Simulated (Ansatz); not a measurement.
## How fast states decay through BaSeO

A new crystal, BaSeO: structure, gap and complex bands. It is built by putting Se for part of the O in the BaO2 structure of space group I4/mmm, with the volume rescaled by atomic radii. The parent structure comes from the Materials Project.

Program: Ansatz 0.2.0. Level of theory: PBE DFT, plane waves, PAW files, in the first sound run; inputs show where later runs differ. Results are calculated unless marked as measured.

Most raw output is cut from this account.

The structure was built from a prototype and need not be the compound's stable phase.

## 1. Starting point

Symmetry: I4mm, No. 107, tetragonal system. The conventional cell has a = 4.107 Å, b = 4.107 Å, c = 7.381 Å, α = 90.00°, β = 90.00°, γ = 90.00°. Nearest to Ba lie 5 Se at 2.89 to 3.01 Å and 5 O at 2.89 to 3.01 Å. O has 1 Se at 1.60 Å and 5 Ba at 2.89 to 3.01 Å nearest. Nearest to Se lie 1 O at 1.60 Å. It derives from BaO2. Se for part of the O in the BaO2 structure of space group I4/mmm. Farther neighbours and most contacts between anions are not listed.

## 2. Cell and atoms at rest

The substituted atoms don't fit the parent's cell, so cell and atoms relax together. A small smearing keeps the run stable in case the gap closes on the way.

File input.yaml:

```yaml
crystal:
  lattice:
    - [-2.0532930098, 2.0532930098, 3.6904558705]
    - [2.0532930098, -2.0532930098, 3.6904558705]
    - [2.0532930098, 2.0532930098, -3.6904558705]
  atoms:
    - { symbol: Ba, position: [0.0, 0.0, 0.0] }
    - { symbol: O, position: [0.39166423, 0.39166423, 0.0] }
    - { symbol: Se, position: [0.60833577, 0.60833577, 0.0] }
kpoints:
  mp_grid: { grid: [8, 8, 8] }
scf:
  occupations: { method: gaussian, width: 0.03 }
hamiltonian:
  xc: pbe
output:
  forces: true
  stress: true
relax:
  f_tol: 0.02
  max_steps: 60
  cell: {}
```

The run is started by

```console
$ ansatz run input.yaml --threads 2 --pin off --max-ram 4096MiB --backend cpu --events-out ev --progress --plain --runs-dir out
```

Wall time 70 s (2 threads of Arm Neoverse V2, shared host); peak memory 0.46 GiB; 2.3 min of CPU time.

Relaxation path:

| step | energy less that of the first step (eV) | largest force component (eV/Å) | pressure (GPa) | volume (Å³) |
| --- | --- | --- | --- | --- |
| 1 | 0.0000 | 8.1649 | 21.90 | 62.24 |
| 2 | -0.8861 | 3.9057 | 6.99 | 71.21 |
| 3 | -1.1636 | 1.2202 | 2.02 | 74.17 |
| 4 | -1.2735 | 0.2006 | 1.39 | 76.12 |
| 5 | -1.2832 | 0.0719 | -0.27 | 79.64 |
| 6 | -1.2830 | 0.1100 | -0.04 | 79.70 |
| 7 | -1.2843 | 0.0068 | -0.06 | 79.39 |
| 8 | -1.2844 | 0.0329 | -0.10 | 79.27 |
| 9 | -1.2846 | 0.0010 | -0.01 | 79.27 |
| 10* | -1.3655 | 0.0056 | 1.25 | 79.27 |
| 11 | -1.3773 | 0.0079 | 0.61 | 81.48 |
| 12 | -1.3774 | 0.0114 | -0.14 | 85.17 |
| 13 | -1.3787 | 0.0031 | 0.00 | 84.54 |
| 14* | -1.3861 | 0.0038 | 0.03 | 84.54 |

Relaxation steps marked * repeat the geometry before them on a plane-wave basis chosen anew for their cell, so energy and pressure can jump there. Relaxation steps 6, 8 were tried and not accepted.

Forces are held to the 8 operations that the run works with; a distortion that breaks them can't arise in this run.

| cell as run | before | after | change |
| --- | --- | --- | --- |
| a (Å) | 4.696 | 5.101 | +8.6 % |
| b (Å) | 4.696 | 5.101 | +8.6 % |
| c (Å) | 4.696 | 5.101 | +8.6 % |
| α (°) | 128.14 | 125.66 | -1.9 % |
| β (°) | 128.14 | 125.66 | -1.9 % |
| γ (°) | 76.39 | 80.44 | +5.3 % |
| volume (Å³/atom) | 20.75 | 28.18 | +35.8 % |

The atoms that moved most (Å, as changes of fractional coordinates times the final cell):

| atom | dx | dy | dz | length |
| --- | --- | --- | --- | --- |
| Ba1 | 0.000 | 0.000 | 0.405 | 0.405 |
| O2 | 0.000 | 0.000 | -0.277 | 0.277 |
| Se3 | 0.000 | 0.000 | -0.128 | 0.128 |

The relaxed structure:

```xyz
3
Lattice="-2.3294 2.3294 3.8952 2.3294 -2.3294 3.8952 2.3294 2.3294 -3.8952" Properties=species:S:1:pos:R:3 pbc="T T T"
Ba    0.0000    0.0000    0.4049
O     0.0000    0.0000    2.7739
Se    0.0000    0.0000    4.6116
```

Numbers from this step:

* free energy: -11988.1681 eV
* Fermi energy: 7.145 eV
* pressure: 0.02577 GPa

The largest force component on a free atom ends at 0.0038 eV/Å.

## 3. The bulk crystal and its band edges

The energy window and the wavevectors of the next steps follow from the band edges, so these are searched first, off the mesh as well.

File input.yaml:

```yaml
crystal:
  lattice:
    - [-2.3293706717, 2.3293706717, 3.89522068]
    - [2.3293706717, -2.3293706717, 3.89522068]
    - [2.3293706717, 2.3293706717, -3.89522068]
  atoms:
    - { symbol: Ba, position: [0.0519723783, 0.0519723783, 0.0] }
    - { symbol: O, position: [0.3560689628, 0.3560689628, 0.0] }
    - { symbol: Se, position: [0.5919586589, 0.5919586589, 0.0] }
kpoints:
  mp_grid: { grid: [8, 8, 8] }
  band_path: { path: [VBM, CBM], npoints: 30 }
scf:
  occupations: { method: fixed }
hamiltonian:
  xc: pbe
output:
  eigenvalues: true
  write_potential: true
  write_density: true
  volumetric_format: npy
```

The job ended after 14 s (2 threads; peak memory 0.42 GiB; 28 s of CPU time).

Numbers from this step:

```
Fermi energy        : 6.517 eV
gap on the k-mesh   : 1.257 eV
gap on path         : 1.222 eV, by band count; negative where bands overlap
direct gap on path  : 1.460 eV
edge places on path : 0, 1.939 1/A along the path
```

Electronic bands along the path, in eV, zero at the Fermi level (highest filled level under fixed occupations); v1 is the highest filled band, c1 the lowest empty one:

| point | v4 | v3 | v2 | v1 | c1 | c2 | c3 | c4 |
| --- | --- | --- | --- | --- | --- | --- | --- | --- |
| VBM | -3.25 | -3.25 | 0.00 | 0.00 | 1.58 | 1.72 | 4.35 | 4.72 |
| halfway | -3.45 | -3.34 | -1.18 | -0.23 | 2.24 | 4.31 | 4.60 | 4.92 |
| CBM | -3.25 | -3.25 | -0.24 | -0.24 | 1.22 | 1.84 | 3.56 | 4.16 |

The searched edges give 1.22 eV, under the 1.26 eV of the mesh, which misses an edge.

## 4. Complex bands, plane (110), k-mesh 8×8×8

This step: PBE DFT, plane waves, PAW files; complex bands by layer matching along the plane's normal (Ansatz 0.2.0).

The same crystal is laid in a cell whose first two vectors span the (110) plane (indices of the standard conventional cell, whose axes can be ordered otherwise than in the bulk input). At fixed energy and wavevector in the plane the solver finds all kz, real and complex. A few wavevectors are listed, (0, 0), (0.2839, 0.2839) and (-0.5, -0.5) in units of the plane's reciprocal vectors; the slowest state needn't be among them.

File input.yaml:

```yaml
crystal:
  lattice:
    - [5.101438973, 0.0, 0.0]
    - [0.846978415, 5.030636855, 0.0]
    - [2.127230279, -2.515318427, 3.294227596]
  atoms:
    - { symbol: Ba, position: [0.0519723783, 0.0519723783, 0.0] }
    - { symbol: O, position: [0.3560689628, 0.3560689628, 0.0] }
    - { symbol: Se, position: [0.5919586589, 0.5919586589, 0.0] }
kpoints:
  mp_grid: { grid: [8, 8, 8] }
scf:
  occupations: { method: fixed }
hamiltonian:
  xc: pbe
output:
  eigenvalues: true
  transmission:
    leads: [[0, 0]]
    kpoints: [[0.0, 0.0], [0.2839, 0.2839], [-0.5, -0.5]]
    e_range: [-1.0, 2.22]
    de: 0.06
```

Elapsed: 39 s, on 2 threads; peak memory 0.61 GiB; 77 s of CPU time.

Numbers from this step:

```
level to which the leads are filled                       : 0.6287 eV from the Fermi level
decay constant at the filling level, zone centre          : 0.2255 Å⁻¹
decay constant at the filling level, slowest listed point : 0.1956 Å⁻¹
```

K parallel (0, 0); values up to 1.5 1/Å, a degenerate pair printed once or twice; energies at which all values exceed this have no row. The Im kz of the slowest decaying states by energy, zero at the highest filled level on the SCF mesh:

| energy (eV) | decay 1 (Å⁻¹) | decay 2 (Å⁻¹) | decay 3 (Å⁻¹) | decay 4 (Å⁻¹) |
| --- | --- | --- | --- | --- |
| -1.000 | 0.0948 | 0.619 | 0.725 | 0.737 |
| -0.820 | 0.619 | 0.739 | 0.756 | 1.17 |
| -0.580 | 0.145 | 0.241 | 0.621 | 0.760 |
| -0.400 | 0.180 | 0.306 | 0.623 | 0.776 |
| -0.220 | 0.200 | 0.342 | 0.626 | 0.790 |
| 0.020 | 0.144 | 0.215 | 0.366 | 0.628 |
| 0.200 | 0.201 | 0.222 | 0.374 | 0.628 |
| 0.380 | 0.225 | 0.235 | 0.375 | 0.627 |
| 0.620 | 0.226 | 0.263 | 0.368 | 0.623 |
| 0.800 | 0.223 | 0.277 | 0.359 | 0.617 |
| 0.980 | 0.219 | 0.285 | 0.346 | 0.609 |
| 1.220 | 0.210 | 0.292 | 0.324 | 0.595 |
| 1.400 | 0.201 | 0.293 | 0.303 | 0.581 |
| 1.580 | 0.189 | 0.278 | 0.291 | 0.565 |
| 1.820 | 0.167 | 0.237 | 0.283 | 0.538 |
| 2.000 | 0.143 | 0.197 | 0.272 | 0.513 |

K parallel (0.2839, 0.2839); values up to 1.5 1/Å, a degenerate pair printed once or twice; energies at which all values exceed this have no row. Table of Im kz of the slowest decaying states by energy, zero at the highest filled level on the SCF mesh:

| energy (eV) | decay 1 (Å⁻¹) | decay 2 (Å⁻¹) | decay 3 (Å⁻¹) | decay 4 (Å⁻¹) |
| --- | --- | --- | --- | --- |
| -1.000 | 0.134 | 0.566 | 0.697 | 0.726 |
| -0.820 | 0.582 | 0.644 | 0.752 | 0.993 |
| -0.580 | 0.197 | 0.422 | 0.605 | 0.873 |
| -0.400 | 0.238 | 0.620 | 0.640 | 0.947 |
| -0.220 | 0.0461 | 0.0915 | 0.262 | 0.633 |
| 0.020 | 0.151 | 0.264 | 0.282 | 0.644 |
| 0.200 | 0.180 | 0.291 | 0.294 | 0.647 |
| 0.380 | 0.197 | 0.297 | 0.303 | 0.645 |
| 0.620 | 0.206 | 0.299 | 0.300 | 0.633 |
| 0.800 | 0.203 | 0.287 | 0.300 | 0.616 |
| 0.980 | 0.185 | 0.269 | 0.296 | 0.591 |
| 1.220 | 0.0216 | 0.236 | 0.285 | 0.459 |
| 1.400 | 0.203 | 0.267 | 0.344 | 0.701 |
| 1.580 | 0.159 | 0.228 | 0.299 | 0.734 |
| 1.820 | 0.0441 | 0.219 | 0.273 | 0.708 |
| 2.000 | 0.259 | 0.312 | 0.687 | 0.790 |

K parallel (0.2839, 0.2839). Re kz of states that move upwards against energy, zero at the highest filled level on the SCF mesh:

| energy (eV) | channel 1 (Å⁻¹) | channel 2 (Å⁻¹) |
| --- | --- | --- |
| -1.00 | - | - |
| -0.94 | -0.582 | 0.664 |
| -0.82 | -0.411 | 0.876 |
| -0.76 | -0.362 | - |
| -0.64 | -0.283 | - |
| -0.58 | -0.249 | - |
| -0.46 | -0.482 | -0.183 |
| -0.40 | -0.357 | -0.150 |
| -0.34 | -0.253 | -0.115 |
| -0.22 | - | - |
| -0.16 | - | - |
| -0.04 | - | - |
| 0.02 | - | - |
| 0.14 | - | - |
| 0.20 | - | - |
| 0.26 | - | - |
| 0.38 | - | - |
| 0.44 | - | - |
| 0.56 | - | - |
| 0.62 | - | - |
| 0.74 | - | - |
| 0.80 | - | - |
| 0.92 | - | - |
| 0.98 | - | - |
| 1.04 | - | - |
| 1.16 | - | - |
| 1.22 | - | - |
| 1.34 | 0.216 | - |
| 1.40 | 0.286 | - |
| 1.52 | 0.421 | - |
| 1.58 | 0.490 | - |
| 1.64 | 0.567 | - |
| 1.76 | - | - |
| 1.82 | - | - |
| 1.94 | 0.102 | - |
| 2.00 | 0.130 | - |
| 2.12 | 0.173 | - |
| 2.18 | 0.191 | - |

K parallel (-0.5, -0.5); values up to 1.5 1/Å, a degenerate pair printed once or twice; energies at which all values exceed this have no row. The Im kz of the slowest decaying states by energy, zero at the highest filled level on the SCF mesh:

| energy (eV) | decay 1 (Å⁻¹) | decay 2 (Å⁻¹) | decay 3 (Å⁻¹) | decay 4 (Å⁻¹) |
| --- | --- | --- | --- | --- |
| -1.00 | 0.235 | 0.539 | 0.665 | 0.717 |
| -0.82 | 0.261 | 0.599 | 0.653 | 0.766 |
| -0.70 | 0.273 | 0.624 | 0.713 | 1.10 |
| -0.52 | 0.288 | 0.612 | 0.621 | 1.12 |
| -0.34 | 0.298 | 0.481 | 0.618 | 1.11 |
| -0.22 | 0.303 | 0.339 | 0.615 | 1.10 |
| -0.04 | 0.310 | 0.419 | 0.610 | 1.09 |
| 0.02 | 0.0444 | 0.0966 | 0.311 | 0.492 |
| 0.14 | 0.111 | 0.207 | 0.314 | 0.575 |
| 0.26 | 0.145 | 0.242 | 0.316 | 0.599 |
| 0.44 | 0.176 | 0.257 | 0.318 | 0.590 |
| 0.56 | 0.190 | 0.257 | 0.319 | 0.583 |
| 0.74 | 0.204 | 0.247 | 0.319 | 0.571 |
| 0.92 | 0.211 | 0.228 | 0.317 | 0.555 |
| 1.04 | 0.211 | 0.212 | 0.316 | 0.544 |
| 1.22 | 0.177 | 0.207 | 0.312 | 0.523 |
| 1.40 | 0.127 | 0.190 | 0.308 | 0.500 |
| 1.52 | 0.0738 | 0.166 | 0.304 | 0.482 |
| 1.70 | 0.0554 | 0.296 | 0.456 | 0.770 |
| 1.88 | 0.287 | 0.435 | 0.774 | 0.959 |
| 2.00 | 0.278 | 0.386 | 0.469 | 0.775 |
| 2.18 | 0.262 | 0.334 | 0.507 | 0.778 |

K parallel (-0.5, -0.5). Table of Re kz of states that move upwards by energy, zero at the highest filled level on the SCF mesh:

| energy (eV) | channel 1 (Å⁻¹) | channel 2 (Å⁻¹) |
| --- | --- | --- |
| -1.00 | -0.451 | - |
| -0.88 | -0.402 | - |
| -0.76 | -0.356 | - |
| -0.70 | -0.334 | - |
| -0.58 | -0.291 | - |
| -0.46 | -0.248 | - |
| -0.34 | -0.204 | - |
| -0.22 | -0.157 | - |
| -0.10 | -0.298 | -0.101 |
| -0.04 | -0.154 | -0.0624 |
| 0.02 | - | - |
| 0.08 | - | - |
| 0.20 | - | - |
| 0.32 | - | - |
| 0.44 | - | - |
| 0.56 | - | - |
| 0.62 | - | - |
| 0.74 | - | - |
| 0.86 | - | - |
| 0.98 | - | - |
| 1.10 | - | - |
| 1.22 | - | - |
| 1.28 | - | - |
| 1.40 | - | - |
| 1.52 | - | - |
| 1.64 | 0.0770 | - |
| 1.76 | 0.0992 | 0.134 |
| 1.88 | 0.174 | 0.211 |
| 1.94 | 0.191 | 0.257 |
| 2.06 | 0.223 | 0.341 |
| 2.18 | 0.251 | 0.418 |

At the listed wavevectors the last open channel is at -0.04 eV and the next at +1.28 eV on the grid. At +0.62 eV, the grid energy nearest the filling level (the middle of the gap on the SCF mesh), the slowest state at the listed wavevectors decays with κ = 0.196 Å⁻¹, its amplitude falling by e over 5.1 Å. Through 1 nm of this crystal that state's transmission falls by exp(−2 × 0.196 Å⁻¹ × 10 Å) = 0.020.

## 5. Decaying states in the gap, plane (100), k-mesh 10×10×10

The same for the (100) plane, at (0, 0) and (0, -0.4323), to see how the decay depends on direction.

File input.yaml:

```yaml
crystal:
  lattice:
    - [4.658741343, 0.0, 0.0]
    - [0.0, 7.79044136, 0.0]
    - [2.329370672, 3.89522068, 2.329370672]
  atoms:
    - { symbol: Ba, position: [0.0, 0.0519723783, 0.0] }
    - { symbol: O, position: [0.0, 0.3560689628, 0.0] }
    - { symbol: Se, position: [0.0, 0.5919586589, 0.0] }
kpoints:
  mp_grid: { grid: [10, 10, 10] }
scf:
  occupations: { method: fixed }
hamiltonian:
  xc: pbe
output:
  eigenvalues: true
  transmission:
    leads: [[0, 0]]
    kpoints: [[0.0, 0.0], [0.0, -0.4323]]
    e_range: [-1.0, 2.22]
    de: 0.06
```

Wall time 96 s (2 threads); peak memory 0.82 GiB; 2.8 min of CPU time.

Numbers from this step:

```yaml
gap_on_the_k_mesh: 1.231 eV
level_to_which_the_leads_are_filled: 0.6154 eV from the Fermi level
decay_constant_at_the_filling_level_zone_centre: 0.2022 Å⁻¹
decay_constant_at_the_filling_level_slowest_listed_point: 0.2022 Å⁻¹
```

K parallel (0, 0); values up to 1.5 1/Å, a degenerate pair printed once or twice; energies at which all values exceed this have no row. Table of Im kz of the slowest decaying states by energy, zero at the highest filled level on the SCF mesh:

| energy (eV) | decay 1 (Å⁻¹) | decay 2 (Å⁻¹) | decay 3 (Å⁻¹) | decay 4 (Å⁻¹) |
| --- | --- | --- | --- | --- |
| -1.00 | 0.231 | 0.521 | 0.573 | 0.622 |
| -0.88 | 0.525 | 0.565 | 0.612 | 0.750 |
| -0.76 | 0.0371 | 0.0683 | 0.527 | 0.558 |
| -0.64 | 0.126 | 0.216 | 0.523 | 0.556 |
| -0.52 | 0.165 | 0.271 | 0.515 | 0.557 |
| -0.34 | 0.200 | 0.317 | 0.499 | 0.562 |
| -0.22 | 0.215 | 0.336 | 0.487 | 0.553 |
| -0.10 | 0.227 | 0.351 | 0.474 | 0.541 |
| 0.02 | 0.0496 | 0.0697 | 0.235 | 0.362 |
| 0.14 | 0.123 | 0.173 | 0.241 | 0.370 |
| 0.26 | 0.158 | 0.225 | 0.245 | 0.377 |
| 0.38 | 0.180 | 0.247 | 0.260 | 0.381 |
| 0.50 | 0.194 | 0.248 | 0.286 | 0.385 |
| 0.68 | 0.204 | 0.247 | 0.313 | 0.375 |
| 0.80 | 0.205 | 0.245 | 0.327 | 0.357 |
| 0.92 | 0.200 | 0.242 | 0.337 | 0.337 |
| 1.04 | 0.191 | 0.237 | 0.316 | 0.345 |
| 1.16 | 0.177 | 0.231 | 0.293 | 0.351 |
| 1.28 | 0.155 | 0.224 | 0.266 | 0.355 |
| 1.40 | 0.124 | 0.216 | 0.233 | 0.348 |
| 1.52 | 0.0732 | 0.190 | 0.206 | 0.327 |
| 1.70 | 0.0561 | 0.188 | 0.291 | 0.360 |
| 1.82 | 0.174 | 0.264 | 0.359 | 0.363 |
| 1.94 | 0.156 | 0.234 | 0.356 | 0.357 |
| 2.06 | 0.134 | 0.199 | 0.349 | 0.354 |
| 2.18 | 0.106 | 0.156 | 0.342 | 0.350 |

K parallel (0, 0). The Re kz of states that move upwards by energy, zero at the highest filled level on the SCF mesh:

| energy (eV) | channel 1 (Å⁻¹) | channel 2 (Å⁻¹) | channel 3 (Å⁻¹) | channel 4 (Å⁻¹) |
| --- | --- | --- | --- | --- |
| -1.00 | -0.211 | 0.790 | - | - |
| -0.82 | -0.172 | -0.0865 | 0.606 | 0.892 |
| -0.70 | 0.740 | 0.952 | - | - |
| -0.52 | 0.887 | 1.03 | - | - |
| -0.34 | 1.01 | 1.11 | - | - |
| -0.22 | 1.09 | 1.17 | - | - |
| -0.04 | 1.25 | 1.28 | - | - |
| 0.02 | - | - | - | - |
| 0.14 | - | - | - | - |
| 0.26 | - | - | - | - |
| 0.44 | - | - | - | - |
| 0.56 | - | - | - | - |
| 0.74 | - | - | - | - |
| 0.92 | - | - | - | - |
| 1.04 | - | - | - | - |
| 1.22 | - | - | - | - |
| 1.40 | - | - | - | - |
| 1.52 | - | - | - | - |
| 1.70 | -1.24 | - | - | - |
| 1.88 | -1.18 | -1.14 | - | - |
| 2.00 | -1.14 | -1.07 | - | - |
| 2.18 | -1.10 | -0.964 | - | - |

K parallel (0, -0.4323); values up to 1.5 1/Å, a degenerate pair printed once or twice; energies at which all values exceed this have no row. Im kz of the slowest decaying states against energy, zero at the highest filled level on the SCF mesh:

| energy (eV) | decay 1 (Å⁻¹) | decay 2 (Å⁻¹) | decay 3 (Å⁻¹) | decay 4 (Å⁻¹) |
| --- | --- | --- | --- | --- |
| -1.00 | 0.485 | 0.553 | 0.583 | 0.602 |
| -0.82 | 0.318 | 0.551 | 0.572 | 0.598 |
| -0.70 | 0.0946 | 0.545 | 0.563 | 0.598 |
| -0.52 | 0.531 | 0.547 | 0.601 | 0.668 |
| -0.34 | 0.0899 | 0.144 | 0.514 | 0.530 |
| -0.22 | 0.0494 | 0.0756 | 0.144 | 0.225 |
| -0.04 | 0.147 | 0.187 | 0.221 | 0.286 |
| 0.02 | 0.163 | 0.196 | 0.245 | 0.299 |
| 0.14 | 0.187 | 0.211 | 0.280 | 0.321 |
| 0.26 | 0.203 | 0.221 | 0.304 | 0.336 |
| 0.44 | 0.216 | 0.229 | 0.330 | 0.353 |
| 0.56 | 0.220 | 0.231 | 0.342 | 0.361 |
| 0.74 | 0.218 | 0.229 | 0.355 | 0.365 |
| 0.92 | 0.205 | 0.220 | 0.323 | 0.363 |
| 1.04 | 0.181 | 0.208 | 0.291 | 0.338 |
| 1.22 | 0.0217 | 0.168 | 0.241 | 0.294 |
| 1.40 | 0.201 | 0.246 | 0.370 | 0.374 |
| 1.52 | 0.173 | 0.217 | 0.369 | 0.372 |
| 1.70 | 0.0124 | 0.0124 | 0.117 | 0.172 |
| 1.88 | 0.111 | 0.308 | 0.356 | 0.359 |
| 2.00 | 0.0102 | 0.331 | 0.343 | 0.356 |
| 2.18 | 0.299 | 0.321 | 0.346 | 0.348 |

K parallel (0, -0.4323). Table of Re kz of states that move upwards by energy, zero at the highest filled level on the SCF mesh:

| energy (eV) | channel 1 (Å⁻¹) | channel 2 (Å⁻¹) | channel 3 (Å⁻¹) | channel 4 (Å⁻¹) |
| --- | --- | --- | --- | --- |
| -1.00 | -0.452 | 0.812 | - | - |
| -0.88 | -0.350 | 0.917 | - | - |
| -0.76 | -0.274 | 0.995 | - | - |
| -0.64 | -0.409 | -0.205 | 0.794 | 1.06 |
| -0.52 | -0.233 | -0.134 | 0.968 | 1.13 |
| -0.34 | 1.16 | 1.23 | - | - |
| -0.22 | - | - | - | - |
| -0.10 | - | - | - | - |
| 0.02 | - | - | - | - |
| 0.14 | - | - | - | - |
| 0.26 | - | - | - | - |
| 0.38 | - | - | - | - |
| 0.50 | - | - | - | - |
| 0.68 | - | - | - | - |
| 0.80 | - | - | - | - |
| 0.92 | - | - | - | - |
| 1.04 | - | - | - | - |
| 1.16 | - | - | - | - |
| 1.28 | -1.21 | - | - | - |
| 1.40 | -1.08 | 0.0969 | - | - |
| 1.52 | -0.961 | 0.254 | - | - |
| 1.70 | - | - | - | - |
| 1.82 | - | - | - | - |
| 1.94 | -1.25 | - | - | - |
| 2.06 | -1.20 | 0.0793 | - | - |
| 2.18 | -1.16 | 0.140 | - | - |

At the listed wavevectors the last open channel is at -0.04 eV and the next at +1.28 eV on the grid. At +0.62 eV, the grid energy nearest the filling level (the middle of the gap on the SCF mesh), the slowest state at the listed wavevectors decays with κ = 0.202 Å⁻¹, its amplitude falling by e over 4.9 Å; the first such run, plane (110), gave 0.196 Å⁻¹.

## 6. Band edges at another level

This step: LDA DFT, plane waves, PAW files (Ansatz 0.2.0).

The edges again with LDA, at the same atoms.

File input.yaml:

```yaml
crystal:
  lattice:
    - [-2.3293706717, 2.3293706717, 3.89522068]
    - [2.3293706717, -2.3293706717, 3.89522068]
    - [2.3293706717, 2.3293706717, -3.89522068]
  atoms:
    - { symbol: Ba, position: [0.0519723783, 0.0519723783, 0.0] }
    - { symbol: O, position: [0.3560689628, 0.3560689628, 0.0] }
    - { symbol: Se, position: [0.5919586589, 0.5919586589, 0.0] }
kpoints:
  mp_grid: { grid: [8, 8, 8] }
  band_path: { path: [VBM, CBM], npoints: 30 }
scf:
  occupations: { method: fixed }
hamiltonian:
  xc: lda
output:
  eigenvalues: true
```

Run time: 14 s. Hardware: 2 threads; peak memory 0.41 GiB.

Numbers from this step:

* free energy: -11720.0672 eV
* Fermi energy: 6.206 eV
* gap on the k-mesh: 1.082 eV
* gap on path: 1.047 eV, by band count; negative where bands overlap
* direct gap on path: 1.295 eV
* edge places on path: 0, 1.940 1/A along the path

The electronic bands at the labelled points (eV, zero at the Fermi level (highest filled level under fixed occupations); v1 is the highest filled band, c1 the lowest empty one):

| point | v4 | v3 | v2 | v1 | c1 | c2 | c3 | c4 |
| --- | --- | --- | --- | --- | --- | --- | --- | --- |
| VBM | -3.29 | -3.29 | 0.00 | 0.00 | 1.40 | 1.54 | 4.32 | 4.49 |
| halfway | -3.50 | -3.40 | -1.21 | -0.24 | 2.12 | 4.14 | 4.45 | 4.77 |
| CBM | -3.29 | -3.29 | -0.25 | -0.25 | 1.05 | 1.67 | 3.29 | 4.11 |

The searched edges give 1.05 eV, under the 1.08 eV of the mesh, which misses an edge.

[end of part 1 of 2]

[Logs are printed without paths, hosts, clocks, repeated set-up lines and the standing remarks that a program may print on its own settings, such as how far it seeks lower states.]

[Hosts, paths, dates, database ids (printed as entryN), source tags and the programs' standing remarks are cut or masked in the printed files.]
